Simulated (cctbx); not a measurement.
## Lattice, Laue class and space group of a new crystal

Cell: a = 7.4230 Å, b = 5.2500 Å, c = 4.5910 Å, α = 90.00°, β = 90.83°, γ = 90.00°. Expected content of the cell: Pb4 Cd2.

Simulated single-crystal data (cctbx): Mo Kα, λ = 0.71073 Å, to d = 0.77 Å, 95 % of the full sphere, strongest reflection 70000 counts, noise from counting, a 4 % proportional error and a noise floor of 2 counts (s.d.); no absorption, some extinction.

Tests on the unmerged data give:

```text
1555 reflections to d = 0.771 A
centring   violations  <I/sigma> of those
    A        378 of   762     10.8
    B        378 of   787     10.5
    C          0 of   783     -0.1
    I        385 of   768     11.0
    R        502 of  1030     10.7
    F        378 of  1166      7.0
Laue class    unique    Rint  (classes that these axes allow; Friedel mates merged)
C 1 2/m 1         226   0.029
space group    extra absences  I>4sigma  <I/sigma>
C 1 2 1                 0          0         -  acentric
C 1 m 1                 0          0         -  acentric
C 1 2/m 1               0          0         -  centric
Wilson B = 1.33 A^2   <|E^2-1|> = 0.664 (0.968 centric, 0.736 acentric)   E^2>4: 0.0 %
shell (A)         n   <I/sigma>
 4.59 - 1.53     32     37.4
 1.53 - 1.22     29     38.2
 1.22 - 1.07     30     36.4
 1.07 - 0.97     24     40.6
 0.97 - 0.90     25     35.9
 0.90 - 0.85     34     35.2
 0.85 - 0.81     26     36.9
 0.81 - 0.77     26     31.9
```

**Question.** What are the lattice type, the Laue class and the likely space group?

The reflections that C centring forbids are absent (⟨I/σ⟩ near 0), so the lattice is C.

Only C 1 2/m 1 fits these axes (Rint 0.029); a search for a hidden higher lattice was not made.

3 settings pass the absence test. No glide or screw absences show, which leaves C 1 2 1, C 1 m 1 and C 1 2/m 1.

⟨|E²−1|⟩ = 0.664 leans to a non-centrosymmetric structure, or to twinning, which lowers it. Here that hint misleads: the statistic assumes many like atoms on general positions, and few, heavy or special-position atoms break it. The Wilson B of 1.33 Å² means U ≈ 0.0168 Å².

The true group is C2/m (no. 12), Laue class 2/m, centrosymmetric. The tables only narrow the choice to the tied entries; cell content, site symmetry and trial solutions must settle it.

The model is made up (kin elements in a known structure type, no relaxation), so it says nothing on whether the phase exists.

[Logs are printed without paths, hosts, clocks, repeated set-up lines and the standing remarks that a program may print on its own settings, such as how far it seeks lower states.]
